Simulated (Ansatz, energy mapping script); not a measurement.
# LuNiN2: exchange couplings from total energies

Wanted: the magnetic order of LuNiN2, its couplings and an estimate of its ordering temperature, by PBE+U with a computed U.

Calculated with Ansatz 0.2.0; PBE with U on Ni d by linear response, ortho-atomic projectors; plane waves, U on orthogonalised atomic orbitals unless named otherwise, collinear spin, no spin–orbit coupling.

Report form: the programs' logs are mostly left out.

## 1. Set-up

The structure is orthorhombic, space group Amm2 (No. 38). The conventional cell has a = 3.493 Å, b = 4.133 Å, c = 6.700 Å, α = 90.00°, β = 90.00°, γ = 90.00°. Lu has 4 N at 2.38 Å nearest. Nearest to Ni lie 4 N at 1.98 to 2.02 Å. Nearest to N lie 1 N at 1.46 Å and 2 Ni at 1.98 to 2.02 Å and 2 Lu at 2.38 Å. invented: LuFeC2 (Amm2) with N for C, Ni for Fe. Farther neighbours and most contacts between anions are not listed.

This cell was built for the study (invented: LuFeC2 (Amm2) with N for C, Ni for Fe), not taken from an experiment; the compound need not form in this structure.

The cell was relaxed beforehand in Ansatz under PBE with U = 6 eV on Ni d, ortho-atomic projectors, from parallel moments.

With a computed U no number in the result is fitted to experiment, though U carries the errors of its own one-shot run.

## 2. Computing U

A small shift of the shell's potential moves charge, once with all else frozen (χ₀) and once with the crystal screening it (χ); U is the difference of their inverses, taken as matrices. The response is summed over a mesh of wavevectors, so that a shifted site feels less of its own images.

input.yaml

```yaml
crystal:
  lattice:
    - [0.0, -2.066690581, -3.349854372]
    - [-3.493255003, 2.066690581, -3.349854372]
    - [3.493255003, 2.066690581, -3.349854372]
  atoms:
    - { symbol: Lu, position: [0.959423524, 0.479711762, 0.479711762] }
    - { symbol: Lu, position: [0.959423524, 0.979711762, 0.979711762] }
    - { symbol: Ni, position: [0.606017819, 0.05300891, 0.55300891], spin: 2.0 }
    - { symbol: Ni, position: [0.606017819, 0.55300891, 0.05300891], spin: -2.0 }
    - { symbol: "N", position: [0.147633128, 0.00096285, 0.50096285] }
    - { symbol: "N", position: [0.147633128, 0.50096285, 0.00096285] }
    - { symbol: "N", position: [0.501925699, 0.823816564, 0.323816564] }
    - { symbol: "N", position: [0.501925699, 0.323816564, 0.823816564] }
magnetization:
  spin_polarized: true
kpoints:
  mp_grid: { grid: [8, 4, 4] }
hamiltonian:
  xc: pbe
  hubbard:
    sites: [{ species: Ni, l: d, u_eff: linear-response }]
    projectors: ortho-atomic
    lr: { qmesh: [2, 2, 2], qmesh_shift: [0.5, 0.5, 0.5] }
scf:
  occupations: { method: fermi_dirac, width: 0.05 }
output:
  eigenvalues: true
```

Run with:

```sh
ansatz run input.yaml --threads 4 --pin off --max-ram 8192MiB --backend cpu --events-out ev --progress --plain --runs-dir out
```

Elapsed: 10 min, on 4 threads of Arm Neoverse V1, shared host; peak memory 2.9 GiB; 41 min of CPU time.

Bare and screened response, and U:

```
site  electrons  χ₀ (1/eV)  χ (1/eV)  U (eV)
 Ni3      8.817    -0.6689  -0.08873    9.78
 Ni4      8.817    -0.6689  -0.08873    9.78
```

For Ni3 the on-site elements alone give 1/χ₀ − 1/χ = 9.78 eV, the inverses of the full matrices 9.78 eV, and the program reports 9.78 eV. The state, moments and gap printed next belong to the closing SCF at this U.

The mean over each element's sites is typed into the runs below, where the first set of runs used U = 6 eV on Ni d, ortho-atomic projectors.

## 3. Seed run in the crystal's own cell

A corrected shell can settle in several orbital fillings. One parallel run, with an occupation width a fifth wider than the orders use, therefore is to supply the occupation matrices. All orders start from them.

input.yaml

```yaml
crystal:
  lattice:
    - [3.493255003, 0.0, 0.0]
    - [0.0, 2.066690581, 3.349854372]
    - [0.0, -2.066690581, 3.349854372]
  atoms:
    - { symbol: Lu, position: [0.0, 0.040576476, 0.040576476] }
    - { symbol: Ni, position: [0.5, 0.393982181, 0.393982181], spin: 2.0 }
    - { symbol: "N", position: [0.5, 0.852366872, 0.498074301] }
    - { symbol: "N", position: [0.5, 0.498074301, 0.852366872] }
magnetization:
  spin_polarized: true
kpoints:
  mp_grid: { grid: [10, 10, 10] }
hamiltonian:
  xc: pbe
  hubbard:
    sites: [{ species: Ni, l: d, u_eff: 9.78 }]
    projectors: ortho-atomic
scf:
  occupations: { method: fermi_dirac, width: 0.06 }
output:
  eigenvalues: true
```

Wall time 4.1 min (4 threads); peak memory 3.2 GiB.

Numbers from this step:

| Property | Result |
| --- | --- |
| final state | ferromagnetic |
| electrons in the corrected shells | 8.813 e |
| largest moment | 0.849 μB |

## 4. Run 1 (parallel; cell A, 8 atoms)

The parallel order is the zero of energy for this cell and mesh.

input.yaml

```yaml
crystal:
  lattice:
    - [0.0, -2.066690581, -3.349854372]
    - [-3.493255003, 2.066690581, -3.349854372]
    - [3.493255003, 2.066690581, -3.349854372]
  atoms:
    - { symbol: Lu, position: [0.959423524, 0.479711762, 0.479711762] }
    - { symbol: Lu, position: [0.959423524, 0.979711762, 0.979711762] }
    - { symbol: Ni, position: [0.606017819, 0.05300891, 0.55300891], spin: 2.0 }
    - { symbol: Ni, position: [0.606017819, 0.55300891, 0.05300891], spin: 2.0 }
    - { symbol: "N", position: [0.147633128, 0.00096285, 0.50096285] }
    - { symbol: "N", position: [0.147633128, 0.50096285, 0.00096285] }
    - { symbol: "N", position: [0.501925699, 0.823816564, 0.323816564] }
    - { symbol: "N", position: [0.501925699, 0.323816564, 0.823816564] }
magnetization:
  spin_polarized: true
kpoints:
  mp_grid: { grid: [10, 7, 7] }
hamiltonian:
  xc: pbe
  hubbard:
    sites:
      - { species: Ni, l: d, u_eff: 9.78 }
      - { site: 2, l: d, u_eff: 9.78, starting_ns: [{ spin: up, occupation_matrix: ni2_major }, { spin: down, occupation_matrix: ni2_minor }] }
      - { site: 3, l: d, u_eff: 9.78, starting_ns: [{ spin: up, occupation_matrix: ni2_major }, { spin: down, occupation_matrix: ni2_minor }] }
    projectors: ortho-atomic
    occupation_matrices:
      ni2_major:
        matrix:
          - [0.954, 0.0, 0.0, 0.015, 0.0]
          - [0.0, 0.981, 0.0, 0.0, 0.0]
          - [0.0, 0.0, 0.964, 0.0, 0.0]
          - [0.015, 0.0, 0.0, 0.958, 0.0]
          - [0.0, 0.0, 0.0, 0.0, 0.978]
      ni2_minor:
        matrix:
          - [0.938, 0.0, 0.0, 0.027, 0.0]
          - [0.0, 0.976, 0.0, 0.0, 0.0]
          - [0.0, 0.0, 0.15, 0.0, 0.0]
          - [0.027, 0.0, 0.0, 0.941, 0.0]
          - [0.0, 0.0, 0.0, 0.0, 0.973]
scf:
  occupations: { method: fermi_dirac, width: 0.05 }
output:
  eigenvalues: true
```

It took 2.2 min on 4 threads; peak memory 1.7 GiB.

Spin moment in the sphere by atom:

```
atom  spin moment in the sphere (μB)
 Lu1                           0.013
 Lu2                           0.013
 Ni3                           0.848
 Ni4                           0.848
  N5                          -0.023
  N6                          -0.023
  N7                          -0.023
  N8                          -0.023
```

The run ends ferromagnetic.

## 5. Order 2: compensated +−, cell A of 8 atoms

This order reverses 2 of the 2 neighbours at 3.49 Å, 2 of the 4 neighbours at 3.94 Å and 2 of the 2 neighbours at 4.13 Å, counted for an average magnetic atom.

input.yaml: that of step 4 with these lines changed.

```diff
@@ -9,3 +9,3 @@
     - { symbol: Ni, position: [0.606017819, 0.05300891, 0.55300891], spin: 2.0 }
-    - { symbol: Ni, position: [0.606017819, 0.55300891, 0.05300891], spin: 2.0 }
+    - { symbol: Ni, position: [0.606017819, 0.55300891, 0.05300891], spin: -2.0 }
     - { symbol: "N", position: [0.147633128, 0.00096285, 0.50096285] }
@@ -24,3 +24,3 @@
       - { site: 2, l: d, u_eff: 9.78, starting_ns: [{ spin: up, occupation_matrix: ni2_major }, { spin: down, occupation_matrix: ni2_minor }] }
-      - { site: 3, l: d, u_eff: 9.78, starting_ns: [{ spin: up, occupation_matrix: ni2_major }, { spin: down, occupation_matrix: ni2_minor }] }
+      - { site: 3, l: d, u_eff: 9.78, starting_ns: [{ spin: up, occupation_matrix: ni2_minor }, { spin: down, occupation_matrix: ni2_major }] }
     projectors: ortho-atomic
```

It took 77 s on 4 threads; peak memory 1.5 GiB; 5.1 min of CPU time.

Spin moment in the sphere by atom:

```
atom  spin moment in the sphere (μB)
 Lu1                           0.000
 Lu2                           0.000
 Ni3                           0.849
 Ni4                          -0.849
  N5                          -0.015
  N6                           0.015
  N7                           0.001
  N8                          -0.001
```

The run ends antiferromagnetic, 87.45 meV a magnetic atom above the parallel order of its cell (energies taken at zero occupation width, not the printed F).

## 6. Order 3: parallel, cell B of 8 atoms

The parallel order again, as the reference for this cell.

This run holds the same structure in another cell (a 3.936 → 4.133 Å, α 83.2 → 79.1°, β 70.4 → 66.9°, γ 70.4 → 66.9°).

input.yaml

```yaml
crystal:
  lattice:
    - [0.0, 4.133381162, 0.0]
    - [-3.493255003, 2.066690581, -3.349854372]
    - [-3.493255003, 2.066690581, 3.349854372]
  atoms:
    - { symbol: Lu, position: [0.5, 0.459423524, 0.540576476] }
    - { symbol: Lu, position: [0.0, 0.959423524, 0.040576476] }
    - { symbol: Ni, position: [0.75, 0.856017819, 0.643982181], spin: 2.0 }
    - { symbol: Ni, position: [0.25, 0.356017819, 0.143982181], spin: 2.0 }
    - { symbol: "N", position: [0.927146286, 0.574779413, 0.925220586] }
    - { symbol: "N", position: [0.427146286, 0.074779414, 0.425220587] }
    - { symbol: "N", position: [0.572853714, 0.574779414, 0.925220586] }
    - { symbol: "N", position: [0.072853714, 0.074779414, 0.425220587] }
magnetization:
  spin_polarized: true
kpoints:
  mp_grid: { grid: [10, 10, 10] }
hamiltonian:
  xc: pbe
  hubbard:
    sites:
      - { species: Ni, l: d, u_eff: 9.78 }
      - { site: 2, l: d, u_eff: 9.78, starting_ns: [{ spin: up, occupation_matrix: ni2_major }, { spin: down, occupation_matrix: ni2_minor }] }
      - { site: 3, l: d, u_eff: 9.78, starting_ns: [{ spin: up, occupation_matrix: ni2_major }, { spin: down, occupation_matrix: ni2_minor }] }
    projectors: ortho-atomic
    occupation_matrices:
      ni2_major:
        matrix:
          - [0.954, 0.0, 0.0, 0.015, 0.0]
          - [0.0, 0.981, 0.0, 0.0, 0.0]
          - [0.0, 0.0, 0.964, 0.0, 0.0]
          - [0.015, 0.0, 0.0, 0.958, 0.0]
          - [0.0, 0.0, 0.0, 0.0, 0.978]
      ni2_minor:
        matrix:
          - [0.938, 0.0, 0.0, 0.027, 0.0]
          - [0.0, 0.976, 0.0, 0.0, 0.0]
          - [0.0, 0.0, 0.15, 0.0, 0.0]
          - [0.027, 0.0, 0.0, 0.941, 0.0]
          - [0.0, 0.0, 0.0, 0.0, 0.973]
scf:
  occupations: { method: fermi_dirac, width: 0.05 }
output:
  eigenvalues: true
```

It took 2.3 min on 4 threads; peak memory 1.9 GiB; 9 min of CPU time.

The run ends ferromagnetic. For each magnetic atom its energy differs from the parallel run of the first cell by -0.28 meV, an error that one common reference would have brought in.

## 7. Order 4: compensated +−, cell B of 8 atoms

This order reverses 2 of the 2 neighbours at 3.49 Å, 4 of the 4 neighbours at 3.94 Å and 0 of the 2 neighbours at 4.13 Å, counted for an average magnetic atom.

input.yaml: that of step 6 with these lines changed.

```diff
@@ -9,3 +9,3 @@
     - { symbol: Ni, position: [0.75, 0.856017819, 0.643982181], spin: 2.0 }
-    - { symbol: Ni, position: [0.25, 0.356017819, 0.143982181], spin: 2.0 }
+    - { symbol: Ni, position: [0.25, 0.356017819, 0.143982181], spin: -2.0 }
     - { symbol: "N", position: [0.927146286, 0.574779413, 0.925220586] }
@@ -24,3 +24,3 @@
       - { site: 2, l: d, u_eff: 9.78, starting_ns: [{ spin: up, occupation_matrix: ni2_major }, { spin: down, occupation_matrix: ni2_minor }] }
-      - { site: 3, l: d, u_eff: 9.78, starting_ns: [{ spin: up, occupation_matrix: ni2_major }, { spin: down, occupation_matrix: ni2_minor }] }
+      - { site: 3, l: d, u_eff: 9.78, starting_ns: [{ spin: up, occupation_matrix: ni2_minor }, { spin: down, occupation_matrix: ni2_major }] }
     projectors: ortho-atomic
```

It took 2.4 min on 4 threads; peak memory 1.9 GiB.

The run ends antiferromagnetic, 112.23 meV a magnetic atom above the parallel order of its cell (energies taken at zero occupation width, not the printed F).

## 8. Parallel start in cell C (8 atoms)

A new cell needs its own zero of energy.

This run holds the same structure in another cell (a 4.133 → 3.936 Å, b 5.263 → 3.936 Å, c 5.263 → 6.987 Å, α 79.1 → 90.0°, β 66.9 → 90.0°, γ 66.9 → 116.7°).

input.yaml

```yaml
crystal:
  lattice:
    - [0.0, 2.066690581, 3.349854372]
    - [0.0, 2.066690581, -3.349854372]
    - [-6.986510006, 0.0, 0.0]
  atoms:
    - { symbol: Lu, position: [0.040576476, 0.959423524, 0.5] }
    - { symbol: Lu, position: [0.040576476, 0.959423524, 0.0] }
    - { symbol: Ni, position: [0.393982181, 0.606017819, 0.25], spin: 2.0 }
    - { symbol: Ni, position: [0.393982181, 0.606017819, 0.75], spin: 2.0 }
    - { symbol: "N", position: [0.852366872, 0.501925699, 0.25] }
    - { symbol: "N", position: [0.852366872, 0.501925699, 0.75] }
    - { symbol: "N", position: [0.498074301, 0.147633128, 0.25] }
    - { symbol: "N", position: [0.498074301, 0.147633128, 0.75] }
magnetization:
  spin_polarized: true
kpoints:
  mp_grid: { grid: [10, 10, 5] }
hamiltonian:
  xc: pbe
  hubbard:
    sites:
      - { species: Ni, l: d, u_eff: 9.78 }
      - { site: 2, l: d, u_eff: 9.78, starting_ns: [{ spin: up, occupation_matrix: ni2_major }, { spin: down, occupation_matrix: ni2_minor }] }
      - { site: 3, l: d, u_eff: 9.78, starting_ns: [{ spin: up, occupation_matrix: ni2_major }, { spin: down, occupation_matrix: ni2_minor }] }
    projectors: ortho-atomic
    occupation_matrices:
      ni2_major:
        matrix:
          - [0.954, 0.0, 0.0, 0.015, 0.0]
          - [0.0, 0.981, 0.0, 0.0, 0.0]
          - [0.0, 0.0, 0.964, 0.0, 0.0]
          - [0.015, 0.0, 0.0, 0.958, 0.0]
          - [0.0, 0.0, 0.0, 0.0, 0.978]
      ni2_minor:
        matrix:
          - [0.938, 0.0, 0.0, 0.027, 0.0]
          - [0.0, 0.976, 0.0, 0.0, 0.0]
          - [0.0, 0.0, 0.15, 0.0, 0.0]
          - [0.027, 0.0, 0.0, 0.941, 0.0]
          - [0.0, 0.0, 0.0, 0.0, 0.973]
scf:
  occupations: { method: fermi_dirac, width: 0.05 }
output:
  eigenvalues: true
```

Elapsed: 76 s, on 4 threads; peak memory 1.2 GiB.

The run ends ferromagnetic. For each magnetic atom its energy differs from the parallel run of the first cell by 0.07 meV, an error that one common reference would have brought in.

## 9. Order 6: compensated +−, cell C of 8 atoms

This order reverses 2 of the 2 neighbours at 3.49 Å, 0 of the 4 neighbours at 3.94 Å and 0 of the 2 neighbours at 4.13 Å, counted for an average magnetic atom.

input.yaml: that of step 8 with these lines changed.

```diff
@@ -9,3 +9,3 @@
     - { symbol: Ni, position: [0.393982181, 0.606017819, 0.25], spin: 2.0 }
-    - { symbol: Ni, position: [0.393982181, 0.606017819, 0.75], spin: 2.0 }
+    - { symbol: Ni, position: [0.393982181, 0.606017819, 0.75], spin: -2.0 }
     - { symbol: "N", position: [0.852366872, 0.501925699, 0.25] }
@@ -24,3 +24,3 @@
       - { site: 2, l: d, u_eff: 9.78, starting_ns: [{ spin: up, occupation_matrix: ni2_major }, { spin: down, occupation_matrix: ni2_minor }] }
-      - { site: 3, l: d, u_eff: 9.78, starting_ns: [{ spin: up, occupation_matrix: ni2_major }, { spin: down, occupation_matrix: ni2_minor }] }
+      - { site: 3, l: d, u_eff: 9.78, starting_ns: [{ spin: up, occupation_matrix: ni2_minor }, { spin: down, occupation_matrix: ni2_major }] }
     projectors: ortho-atomic
```

Run time: 40 s. Hardware: 4 threads; peak memory 1.1 GiB.

The run ends antiferromagnetic, 0.45 meV a magnetic atom below the parallel order of its cell (energies taken at zero occupation width, not the printed F).

## 10. Run 7 (parallel; cell D, 8 atoms)

This run holds the same structure in another cell (a 3.936 → 3.493 Å, b 3.936 → 4.133 Å, c 6.987 → 6.700 Å, γ 116.7 → 90.0°).

input.yaml

```yaml
crystal:
  lattice:
    - [3.493255003, 0.0, 0.0]
    - [0.0, -4.133381162, 0.0]
    - [0.0, 0.0, -6.699708744]
  atoms:
    - { symbol: Lu, position: [0.0, 0.5, 0.459423524] }
    - { symbol: Lu, position: [0.0, 0.0, 0.959423524] }
    - { symbol: Ni, position: [0.5, 0.5, 0.106017819], spin: 2.0 }
    - { symbol: Ni, position: [0.5, 0.0, 0.606017819], spin: 2.0 }
    - { symbol: "N", position: [0.5, 0.322853714, 0.824779413] }
    - { symbol: "N", position: [0.5, 0.822853714, 0.324779414] }
    - { symbol: "N", position: [0.5, 0.677146286, 0.824779414] }
    - { symbol: "N", position: [0.5, 0.177146286, 0.324779414] }
magnetization:
  spin_polarized: true
kpoints:
  mp_grid: { grid: [10, 9, 6] }
hamiltonian:
  xc: pbe
  hubbard:
    sites:
      - { species: Ni, l: d, u_eff: 9.78 }
      - { site: 2, l: d, u_eff: 9.78, starting_ns: [{ spin: up, occupation_matrix: ni2_major }, { spin: down, occupation_matrix: ni2_minor }] }
      - { site: 3, l: d, u_eff: 9.78, starting_ns: [{ spin: up, occupation_matrix: ni2_major }, { spin: down, occupation_matrix: ni2_minor }] }
    projectors: ortho-atomic
    occupation_matrices:
      ni2_major:
        matrix:
          - [0.954, 0.0, 0.0, 0.015, 0.0]
          - [0.0, 0.981, 0.0, 0.0, 0.0]
          - [0.0, 0.0, 0.964, 0.0, 0.0]
          - [0.015, 0.0, 0.0, 0.958, 0.0]
          - [0.0, 0.0, 0.0, 0.0, 0.978]
      ni2_minor:
        matrix:
          - [0.938, 0.0, 0.0, 0.027, 0.0]
          - [0.0, 0.976, 0.0, 0.0, 0.0]
          - [0.0, 0.0, 0.15, 0.0, 0.0]
          - [0.027, 0.0, 0.0, 0.941, 0.0]
          - [0.0, 0.0, 0.0, 0.0, 0.973]
scf:
  occupations: { method: fermi_dirac, width: 0.05 }
output:
  eigenvalues: true
```

Run time: 1.7 min. Hardware: 4 threads; peak memory 1.5 GiB; 6.8 min of CPU time.

The run ends ferromagnetic. For each magnetic atom its energy differs from the parallel run of the first cell by 0.39 meV, an error that one common reference would have brought in.

## 11. Compensated +− start in cell D (8 atoms)

This order reverses 0 of the 2 neighbours at 3.49 Å, 4 of the 4 neighbours at 3.94 Å and 0 of the 2 neighbours at 4.13 Å, counted for an average magnetic atom.

input.yaml: that of step 10 with these lines changed.

```diff
@@ -9,3 +9,3 @@
     - { symbol: Ni, position: [0.5, 0.5, 0.106017819], spin: 2.0 }
-    - { symbol: Ni, position: [0.5, 0.0, 0.606017819], spin: 2.0 }
+    - { symbol: Ni, position: [0.5, 0.0, 0.606017819], spin: -2.0 }
     - { symbol: "N", position: [0.5, 0.322853714, 0.824779413] }
@@ -24,3 +24,3 @@
       - { site: 2, l: d, u_eff: 9.78, starting_ns: [{ spin: up, occupation_matrix: ni2_major }, { spin: down, occupation_matrix: ni2_minor }] }
-      - { site: 3, l: d, u_eff: 9.78, starting_ns: [{ spin: up, occupation_matrix: ni2_major }, { spin: down, occupation_matrix: ni2_minor }] }
+      - { site: 3, l: d, u_eff: 9.78, starting_ns: [{ spin: up, occupation_matrix: ni2_minor }, { spin: down, occupation_matrix: ni2_major }] }
     projectors: ortho-atomic
```

Run time: 96 s. Hardware: 4 threads; peak memory 1.5 GiB.

The run ends antiferromagnetic, 119.14 meV a magnetic atom above the parallel order of its cell (energies taken at zero occupation width, not the printed F).

[end of part 1 of 2]

[Logs and program files are shortened in this print: banners, set-up blocks, solver, clock and traceback lines can be left out without a mark of their own.]

[Logs are printed without paths, hosts, clocks, repeated set-up lines and the standing remarks that a program may print on its own settings, such as how far it seeks lower states.]

[Hosts, paths, dates, database ids (printed as entryN), source tags and the programs' standing remarks are cut or masked in the printed files.]

[Where a cell is said to come from a database of computed structures, the database is the Materials Project.]
